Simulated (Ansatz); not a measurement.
## A low-energy model for SrNbO3 (Pm-3m): bands, U and J

Aim: U, U′ and J for the Nb t2g shell of SrNbO3 (Pm-3m).

Main program and level: Ansatz 0.2.0; non-magnetic LDA, then constrained RPA, plane waves, PAW.

Most raw output is cut from this account.

## 1. Starting point

It takes space group Pm-3m (No. 221, cubic). Conventional cell: a = 3.997 Å, b = 3.997 Å, c = 3.997 Å, α = 90.00°, β = 90.00°, γ = 90.00°. Sr has 12 O at 2.83 Å nearest. Nearest to Nb lie 6 O at 2.00 Å. Nearest to O lie 2 Nb at 2.00 Å and 4 Sr at 2.83 Å. Farther neighbours and most contacts between anions are not listed.

 The program's search for lower electronic states was switched off, so nothing shows that the state found is the lowest. The default PAW set here is soft_2. Its files were made with PBE.

## 2. LDA bands and orbital weights

This step: DFT, LDA, plane waves, PAW.

Input file input.yaml:

```yaml
crystal:
  lattice:
    - [0.0, -3.997, 0.0]
    - [0.0, 0.0, 3.997]
    - [-3.997, 0.0, 0.0]
  atoms:
    - { symbol: Sr, position: [0.0, 0.0, 0.0] }
    - { symbol: Nb, position: [0.5, 0.5, 0.5] }
    - { symbol: O, position: [0.5, 0.5, 0.0] }
    - { symbol: O, position: [0.5, 0.0, 0.5] }
    - { symbol: O, position: [0.0, 0.5, 0.5] }
kpoints:
  mp_grid: { grid: [6, 6, 6] }
  band_path:
    path:
      - [[0.0, 0.0, 0.0], [0.0, 0.5, 0.0], [0.5, 0.5, 0.0], [0.0, 0.0, 0.0], [0.5, 0.5, 0.5], [0.0, 0.5, 0.0]]
      - [[0.5, 0.5, 0.5], [0.5, 0.5, 0.0]]
    npoints: 10
hamiltonian:
  xc: lda
scf:
  occupations: { method: gaussian, width: 0.08 }
  n_extra_bands: 19
  max_iter: 150
  lower_state_search: "off"
output:
  eigenvalues: true
  fatbands: true
  write_density: true
  write_potential: true
  elf: true
  volumetric_format: npy
```

Started as:

```bash
$ ansatz run input.yaml --threads 8 --pin off --max-ram 18432MiB --backend cpu --events-out ev --progress --plain --runs-dir out
```

Run time: 1.4 s. Hardware: 8 threads of Arm Neoverse V2, shared host; peak memory 0.4 GiB.

Electronic bands along the path, in eV, zero at the Fermi level:

| point | band 17 | band 18 | band 19 | band 20 | band 21 | band 22 | band 23 | band 24 |
| --- | --- | --- | --- | --- | --- | --- | --- | --- |
| Γ | -4.78 | -4.01 | -4.01 | -4.01 | -1.20 | -1.20 | -1.20 | 1.63 |
| halfway | -5.39 | -5.18 | -4.16 | -4.16 | -1.05 | 0.21 | 0.21 | 2.44 |
| X | -5.86 | -5.52 | -4.23 | -4.23 | -0.89 | 1.58 | 1.58 | 3.30 |
| halfway | -5.44 | -5.12 | -4.55 | -4.24 | 0.40 | 1.60 | 1.83 | 3.89 |
| M | -5.15 | -5.15 | -4.68 | -3.70 | 1.63 | 1.63 | 2.48 | 3.57 |
| halfway | -5.34 | -5.02 | -4.44 | -4.36 | 0.21 | 0.38 | 0.79 | 3.25 |
| Γ | -4.78 | -4.01 | -4.01 | -4.01 | -1.20 | -1.20 | -1.20 | 1.63 |
| halfway | -6.13 | -4.56 | -4.56 | -4.24 | 0.95 | 0.95 | 0.99 | 3.57 |
| R | -7.49 | -3.62 | -3.62 | -3.62 | 2.91 | 2.91 | 2.91 | 3.02 |
| halfway | -6.22 | -4.57 | -4.39 | -4.13 | 1.13 | 1.90 | 2.01 | 4.15 |
| X | -5.86 | -5.52 | -4.23 | -4.23 | -0.89 | 1.58 | 1.58 | 3.30 |
| jump to R | -7.49 | -3.62 | -3.62 | -3.62 | 2.91 | 2.91 | 2.91 | 3.02 |
| halfway | -6.50 | -4.26 | -4.26 | -3.66 | 2.06 | 2.06 | 2.71 | 3.36 |
| M | -5.15 | -5.15 | -4.68 | -3.70 | 1.63 | 1.63 | 2.48 | 3.57 |

Of the projections kept (Nb 4d, O 2p), the largest for each band there; the rest of the weight can lie on other orbitals:

| point | band 17 | band 18 | band 19 | band 20 | band 21 | band 22 | band 23 | band 24 |
| --- | --- | --- | --- | --- | --- | --- | --- | --- |
| Γ | O 2p 0.98 | O 2p 0.97 | O 2p 0.97 | O 2p 0.97 | Nb 4d 0.96 | Nb 4d 0.96 | Nb 4d 0.96 | Nb 4d 0.06 |
| X | O 2p 0.93 | O 2p 0.92 | O 2p 0.96 | O 2p 0.96 | Nb 4d 1.00 | Nb 4d 0.71 | Nb 4d 0.71 | Nb 4d 0.74 |
| M | O 2p 0.95 | O 2p 0.95 | O 2p 0.94 | O 2p 0.99 | Nb 4d 0.71 | Nb 4d 0.71 | Nb 4d 0.50 | Nb 4d 0.24 |
| Γ | O 2p 0.98 | O 2p 0.97 | O 2p 0.97 | O 2p 0.97 | Nb 4d 0.96 | Nb 4d 0.96 | Nb 4d 0.96 | Nb 4d 0.06 |
| R | O 2p 0.63 | O 2p 0.99 | O 2p 0.99 | O 2p 0.99 | Nb 4d 0.60 | Nb 4d 0.60 | Nb 4d 0.60 | - |
| X | O 2p 0.93 | O 2p 0.92 | O 2p 0.96 | O 2p 0.96 | Nb 4d 1.00 | Nb 4d 0.71 | Nb 4d 0.71 | Nb 4d 0.74 |

ELF in the ac plane at fractional y = 0.500, with atoms of Nb and O within 0.2 Å of it. It is the smooth field of the valence electrons, not physical close to the nuclei.

Ten even steps from '0' (0.02) to '9' (0.80), each cell a mean:
```
00148986997300
00026999985100
43112455542113
87411233321257
99722688852489
79934986883599
37945852683596
69934975883598
99833898962499
98511345421268
54211334321124
11025899974101
00148997997300
00159963798400
```
Columns run along a (4.0 Å), rows up along c (4.0 Å). Atoms in or near the plane, at fractional coordinates: Nb at (0.50, 0.50), O at (0.50, 0.00), O at (0.00, 0.50).

Electrostatic potential energy in the ac plane at fractional y = 0.500, with atoms of Nb and O within 0.2 Å of it. With pseudopotentials it is smooth inside the atoms' cores, unlike the true potential.

Ten even steps from '0' (-67 eV) to '9' (15 eV), each cell a mean:
```
99999643479999
99999865799999
99999988899999
99999876789999
78997533468997
45786200147874
24685100036853
34786200037864
67997421258986
99998765679999
99999988899999
99999976799999
99999744589999
99999632479999
```
Columns run along a (4.0 Å; values clipped at the 3rd and 97th percentile), rows up along c (4.0 Å). Atoms in or near the plane, at fractional coordinates: Nb at (0.50, 0.50), O at (0.50, 0.00), O at (0.00, 0.50).

## 3. Constrained RPA: Nb t2g, bands v1 to c2, 6×6×6 mesh, medium accuracy

Constrained RPA screens the interaction with every transition except those inside the target bands, which a later many-body model would treat itself.

This step: constrained RPA on LDA, plane waves, PAW.

input.yaml, the sections that differ from step 2:

```yaml
kpoints:
  mp_grid: { grid: [6, 6, 6] }
output:
  crpa:
    kmesh: [6, 6, 6]
    target_bands: [v1, c2]
    projections: [{ species: Nb, l: d, shell: 4, orbitals: [dxz, dyz, dxy] }]
  local_orbitals:
    kmesh: [6, 6, 6]
    orbitals: [{ species: Nb, l: d, shell: 4, orbitals: [dxz, dyz, dxy] }]
    window: { bands: [v1, c2] }
    seedname: lo
# crystal, hamiltonian, scf: as in step 2
```

It took 61 s on 8 threads; peak memory 0.81 GiB.

This step gave:

```
U                                                 : 2.932 eV
U prime (inter-orbital)                           : 2.394 eV
J                                                 : 0.2711 eV
bare V                                            : 10.61 eV
bare J                                            : 0.3750 eV
stated bound on U                                 : 0.003672 eV
U over bare V                                     : 0.2765
electrons in the window                           : 1.0000
head of the constrained inverse dielectric matrix : 0.2191
least eigenvalue of the projection's overlap      : 0.4977
target functions                                  : 3
bands in the sums                                 : 46
r.m.s. miss of the model bands                    : 0.02096 eV
width of the target bands                         : 4.113 eV
weight of the projected orbitals in the window    : 0.7077
```

On the Nb t2g shell, screening brings the on-site interaction from 10.6 eV down to U = 2.93 eV.

Kanamori averages over each shell's functions. Crpa shells, by row:

| site | element | shell | orbitals | U (eV) | U' (eV) | J (eV) | bare V (eV) | bare V' (eV) | bare J (eV) | bound on U (eV) |
| --- | --- | --- | --- | --- | --- | --- | --- | --- | --- | --- |
| 2 | Nb | 4D | 3 | 2.932 | 2.394 | 0.2711 | 10.61 | 9.818 | 0.375 | 0.003672 |

Density-density elements U_iijj, eV. U matrix, by row:

| orbital | Nb2 dxz | Nb2 dyz | Nb2 dxy |
| --- | --- | --- | --- |
| Nb2 dxz | 2.932 | 2.394 | 2.394 |
| Nb2 dyz | 2.394 | 2.932 | 2.394 |
| Nb2 dxy | 2.394 | 2.394 | 2.932 |

Exchange elements U_ijji, eV. J matrix, by row:

| orbital | Nb2 dxz | Nb2 dyz | Nb2 dxy |
| --- | --- | --- | --- |
| Nb2 dxz | - | 0.271 | 0.271 |
| Nb2 dyz | 0.271 | - | 0.271 |
| Nb2 dxy | 0.271 | 0.271 | - |

Projected local orbitals of the target window. Electronic bands along the path, in eV, zero at the Fermi level; # counts the bands kept:

| point | #1 | #2 | #3 |
| --- | --- | --- | --- |
| Γ | -1.20 | -1.20 | -1.20 |
| halfway | -1.05 | 0.21 | 0.21 |
| X | -0.89 | 1.58 | 1.58 |
| halfway | 0.41 | 1.60 | 1.83 |
| M | 1.63 | 1.63 | 2.48 |
| halfway | 0.21 | 0.39 | 0.77 |
| Γ | -1.20 | -1.20 | -1.20 |
| halfway | 0.93 | 0.93 | 0.99 |
| R | 2.91 | 2.91 | 2.91 |
| halfway | 1.12 | 1.89 | 2.01 |
| X | -0.89 | 1.58 | 1.58 |
| jump to R | 2.91 | 2.91 | 2.91 |
| halfway | 2.03 | 2.03 | 2.71 |
| M | 1.63 | 1.63 | 2.48 |

The same for Kohn-Sham, solved directly:

| point | #1 | #2 | #3 |
| --- | --- | --- | --- |
| Γ | -1.20 | -1.20 | -1.20 |
| X | -0.89 | 1.58 | 1.58 |
| M | 1.63 | 1.63 | 2.48 |
| Γ | -1.20 | -1.20 | -1.20 |
| R | 2.91 | 2.91 | 2.91 |
| X | -0.89 | 1.58 | 1.58 |
| R | 2.91 | 2.91 | 2.91 |
| M | 1.63 | 1.63 | 2.48 |

Onsite levels, by row:

| orbital | level less Fermi level (eV) |
| --- | --- |
| Nb2 dxz | 1.102 |
| Nb2 dyz | 1.102 |
| Nb2 dxy | 1.102 |

Largest distinct elements between sites. Hoppings, by row:

| from | to | cell | distance (Å) | t (eV) |
| --- | --- | --- | --- | --- |
| Nb2 dyz | Nb2 dyz | -1 0 0 | 3.997 | -0.4337 |
| Nb2 dyz | Nb2 dyz | -1 -1 0 | 5.653 | -0.0987 |
| Nb2 dyz | Nb2 dyz | 0 0 1 | 3.997 | -0.0594 |
| Nb2 dxy | Nb2 dxy | -2 0 0 | 7.994 | 0.0334 |
| Nb2 dxy | Nb2 dxy | -1 0 2 | 8.938 | -0.014 |
| Nb2 dyz | Nb2 dyz | -1 -1 1 | 6.923 | -0.0077 |
| Nb2 dxy | Nb2 dxz | -1 1 0 | 5.653 | 0.0069 |
| Nb2 dyz | Nb2 dxy | 2 1 1 | 9.791 | -0.0057 |
| Nb2 dxy | Nb2 dxy | 0 0 -3 | 11.99 | -0.0053 |
| Nb2 dxz | Nb2 dxz | 0 -2 2 | 11.3 | -0.0049 |
| Nb2 dxy | Nb2 dxy | -2 -1 0 | 8.938 | 0.0043 |
| Nb2 dxy | Nb2 dxz | -1 -1 -1 | 6.923 | -0.0028 |

## 4. Constrained RPA: Nb t2g + anion p, bands v10 to c2, 6×6×6 mesh, medium accuracy

input.yaml, the sections that differ from step 3:

```yaml
output:
  crpa:
    kmesh: [6, 6, 6]
    target_bands: [v10, c2]
    projections:
      - { species: Nb, l: d, shell: 4, orbitals: [dxz, dyz, dxy] }
      - { species: O, l: p, shell: 2 }
  local_orbitals:
    kmesh: [6, 6, 6]
    orbitals:
      - { species: Nb, l: d, shell: 4, orbitals: [dxz, dyz, dxy] }
      - { species: O, l: p, shell: 2 }
    window: { bands: [v10, c2] }
    seedname: lo
# crystal, kpoints, hamiltonian, scf: as in step 3
```

It took 6.2 min on 8 threads; peak memory 1 GiB.

This step gave:

```
U                                                 : 4.766 eV
U prime (inter-orbital)                           : 4.008 eV
J                                                 : 0.4026 eV
bare V                                            : 12.73 eV
bare J                                            : 0.5403 eV
stated bound on U                                 : 0.007357 eV
U over bare V                                     : 0.3743
electrons in the window                           : 19.00
head of the constrained inverse dielectric matrix : 0.2867
least eigenvalue of the projection's overlap      : 0.6116
target functions                                  : 12
bands in the sums                                 : 46
r.m.s. miss of the model bands                    : 0.01022 eV
width of the target bands                         : 11.23 eV
weight of the projected orbitals in the window    : 0.9339
```

On the Nb t2g shell, screening brings the on-site interaction from 12.7 eV down to U = 4.77 eV.

Kanamori averages over each shell's functions. Crpa shells, by row:

| site | element | shell | orbitals | U (eV) | U' (eV) | J (eV) | bare V (eV) | bare V' (eV) | bare J (eV) | bound on U (eV) |
| --- | --- | --- | --- | --- | --- | --- | --- | --- | --- | --- |
| 2 | Nb | 4D | 3 | 4.766 | 4.008 | 0.4026 | 12.73 | 11.73 | 0.5403 | 0.007357 |
| 3 | O | 2P | 3 | 6.326 | 4.976 | 0.6314 | 17.96 | 16.19 | 0.8244 | 0.01197 |
| 4 | O | 2P | 3 | 6.326 | 4.976 | 0.6314 | 17.96 | 16.19 | 0.8244 | 0.01197 |
| 5 | O | 2P | 3 | 6.326 | 4.976 | 0.6314 | 17.96 | 16.19 | 0.8244 | 0.01197 |

Projected local orbitals of the target window. The electronic bands at the labelled points (eV, zero at the Fermi level; # counts the bands kept):

| point | #6 | #7 | #8 | #9 | #10 | #11 | #12 |
| --- | --- | --- | --- | --- | --- | --- | --- |
| Γ | -4.78 | -4.01 | -4.01 | -4.01 | -1.20 | -1.20 | -1.20 |
| halfway | -5.39 | -5.18 | -4.16 | -4.16 | -1.05 | 0.21 | 0.21 |
| X | -5.86 | -5.52 | -4.23 | -4.23 | -0.89 | 1.58 | 1.58 |
| halfway | -5.44 | -5.12 | -4.55 | -4.24 | 0.40 | 1.60 | 1.83 |
| M | -5.15 | -5.15 | -4.68 | -3.70 | 1.63 | 1.63 | 2.48 |
| halfway | -5.34 | -5.02 | -4.44 | -4.36 | 0.21 | 0.38 | 0.78 |
| Γ | -4.78 | -4.01 | -4.01 | -4.01 | -1.20 | -1.20 | -1.20 |
| halfway | -6.13 | -4.56 | -4.56 | -4.23 | 0.93 | 0.93 | 0.99 |
| R | -7.49 | -3.62 | -3.62 | -3.62 | 2.91 | 2.91 | 2.91 |
| halfway | -6.22 | -4.57 | -4.39 | -4.13 | 1.12 | 1.89 | 2.01 |
| X | -5.86 | -5.52 | -4.23 | -4.23 | -0.89 | 1.58 | 1.58 |
| jump to R | -7.49 | -3.62 | -3.62 | -3.62 | 2.91 | 2.91 | 2.91 |
| halfway | -6.50 | -4.27 | -4.27 | -3.66 | 2.03 | 2.03 | 2.71 |
| M | -5.15 | -5.15 | -4.68 | -3.70 | 1.63 | 1.63 | 2.48 |

The same for Kohn-Sham, solved directly:

| point | #6 | #7 | #8 | #9 | #10 | #11 | #12 |
| --- | --- | --- | --- | --- | --- | --- | --- |
| Γ | -4.78 | -4.01 | -4.01 | -4.01 | -1.20 | -1.20 | -1.20 |
| X | -5.86 | -5.52 | -4.23 | -4.23 | -0.89 | 1.58 | 1.58 |
| M | -5.15 | -5.15 | -4.68 | -3.70 | 1.63 | 1.63 | 2.48 |
| Γ | -4.78 | -4.01 | -4.01 | -4.01 | -1.20 | -1.20 | -1.20 |
| R | -7.49 | -3.62 | -3.62 | -3.62 | 2.91 | 2.91 | 2.91 |
| X | -5.86 | -5.52 | -4.23 | -4.23 | -0.89 | 1.58 | 1.58 |
| R | -7.49 | -3.62 | -3.62 | -3.62 | 2.91 | 2.91 | 2.91 |
| M | -5.15 | -5.15 | -4.68 | -3.70 | 1.63 | 1.63 | 2.48 |

Onsite levels, by row:

| orbital | level less Fermi level (eV) |
| --- | --- |
| Nb2 dxz | -0.8076 |
| Nb2 dyz | -0.8076 |
| Nb2 dxy | -0.8076 |
| O3 pz | -4.743 |
| O3 px | -6.48 |
| O3 py | -4.743 |
| O4 pz | -6.48 |
| O4 px | -4.743 |
| O4 py | -4.743 |
| O5 pz | -4.743 |
| O5 px | -4.743 |
| O5 py | -6.48 |

Largest distinct elements between sites. Hoppings, by row:

| from | to | cell | distance (Å) | t (eV) |
| --- | --- | --- | --- | --- |
| Nb2 dxy | O5 px | 0 0 0 | 1.998 | -1.703 |
| O5 py | O5 py | 1 0 0 | 3.997 | 0.8627 |
| O5 px | O5 px | 1 0 0 | 3.997 | -0.3099 |
| O4 pz | O5 pz | 1 -1 0 | 2.826 | 0.1576 |
| O5 pz | O4 py | 0 1 0 | 2.826 | -0.1283 |
| O4 py | O3 py | 0 -1 0 | 2.826 | -0.0685 |
| O3 pz | O3 pz | -1 -1 0 | 5.653 | 0.059 |
| O4 pz | O3 px | 0 -1 1 | 2.826 | -0.0539 |
| O3 py | Nb2 dxy | 0 0 -2 | 5.996 | -0.0502 |
| O3 pz | O3 pz | 0 1 0 | 3.997 | 0.0477 |
| O5 px | O5 pz | 0 -1 -1 | 5.653 | -0.0464 |
| Nb2 dyz | Nb2 dyz | -1 0 0 | 3.997 | -0.0422 |

## 5. The windows together

Times are wall times on 8 threads of Arm Neoverse V2, shared host, good to a factor of about two.

| target | bands | functions | width (eV) | bare V (eV) | U (eV) | U′ (eV) | J (eV) | U/V | time |
| --- | --- | --- | --- | --- | --- | --- | --- | --- | --- |
| Nb t2g | v1–c2 | 3 | 4.11 | 10.61 | 2.93 | 2.39 | 0.27 | 0.28 | 61 s |
| Nb t2g + anion p | v10–c2 | 12 | 11.23 | 12.73 | 4.77 | 4.01 | 0.40 | 0.37 | 6.2 min |

## 6. Beside a published calculation

Published values for Nb t2g (constrained RPA on LDA, LAPW basis, projected t2g orbitals; Vaugier, Jiang, Biermann, Phys. Rev. B 86, 165105 (2012), Table III, arXiv:1206.3533):

| quantity | here (eV) | published (eV) | difference (%) |
| --- | --- | --- | --- |
| U | 2.93 | 3 | −2 |
| J | 0.27 | 0.29 | −7 |
| bare V | 10.61 | 10.7 | −1 |

## 7. What came out

| Item | Value |
| --- | --- |
| Nb t2g | U 2.93 eV, U′ 2.39 eV, J 0.27 eV, bare V 10.6 eV |
| Nb t2g + anion p | U 4.77 eV, U′ 4.01 eV, J 0.40 eV, bare V 12.7 eV |
| method | constrained RPA on non-magnetic LDA, 6×6×6 mesh, static; search for lower states off |

What this shows: For Nb t2g, screening cuts the on-site interaction from 10.61 eV to 2.93 eV (28 %), while J goes only from 0.37 eV to 0.27 eV: the monopole is screened far more than the multipoles. U − 2J differs from U′ by −0.005 eV, so the Kanamori relation holds well. U is 0.71 times the width of the target bands. With the window Nb t2g + anion p U becomes 4.77 eV and the bare V 12.73 eV, so U/V goes from 0.28 to 0.37. The published U of 3 eV, itself a calculation in another basis and with its own orbitals, lies +0.07 eV from this one. The parent state is non-magnetic and the interaction static (zero frequency); U depends on the window and the orbitals, so it belongs to this model alone. The bands cross the Fermi level under this constraint, which need not be the crystal's state: magnetic order, correlation or a lattice distortion may open a gap. A window that holds the anion p bands defines a model with explicit ligands; its U belongs to that model and is not the U of DFT+U.

[Paths, hosts, dates, memory and timing lines, banners, echoed tables and standing remarks are left out of the program output.]

[Logs are printed without paths, hosts, clocks, repeated set-up lines and the standing remarks that a program may print on its own settings, such as how far it seeks lower states.]

[Runs of the session that timed out or met a known fault of the program may be left out.]

[Hosts, paths, dates, database ids (printed as entryN), source tags and the programs' standing remarks are cut or masked in the printed files.]
